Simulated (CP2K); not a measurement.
The C K edge of formamidine was computed by TDDFT (CP2K XAS_TDP, aug-cc-pVTZ, TDA) at these levels: BHandHLYP, PBEh(45%) and PBEh(45%) + GW2X. The first three lines of C2 (bonded to 2 N and H) with a strength over 0.0015, energy in eV and strength:

| run | first | second | third |
| --- | --- | --- | --- |
| 1 | 287.68 (0.069) | 290.71 (0.012) | 291.27 (0.004) |
| 2 | 284.34 (0.074) | 287.51 (0.016) | 288.15 (0.004) |
| 3 | 282.44 (0.070) | 285.47 (0.012) | 286.03 (0.004) |

Q: Which run is which?

Run 1: PBEh(45%) + GW2X (45 % exact exchange). Run 2: BHandHLYP (50 % exact exchange). Run 3: PBEh(45%) (45 % exact exchange). Self-interaction lifts the core level, so the uncorrected lines rise with the share of exact exchange. The GW2X run keeps the spacings of its parent: 3.03 eV between the first two lines in run 1, 3.03 eV in run 3. Its shift is +5.24 eV, since the Kohn–Sham level at this share of exchange lies that far above the quasiparticle level.

[Hosts, paths, dates, database ids (printed as entryN), source tags and the programs' standing remarks are cut or masked in the printed files.]
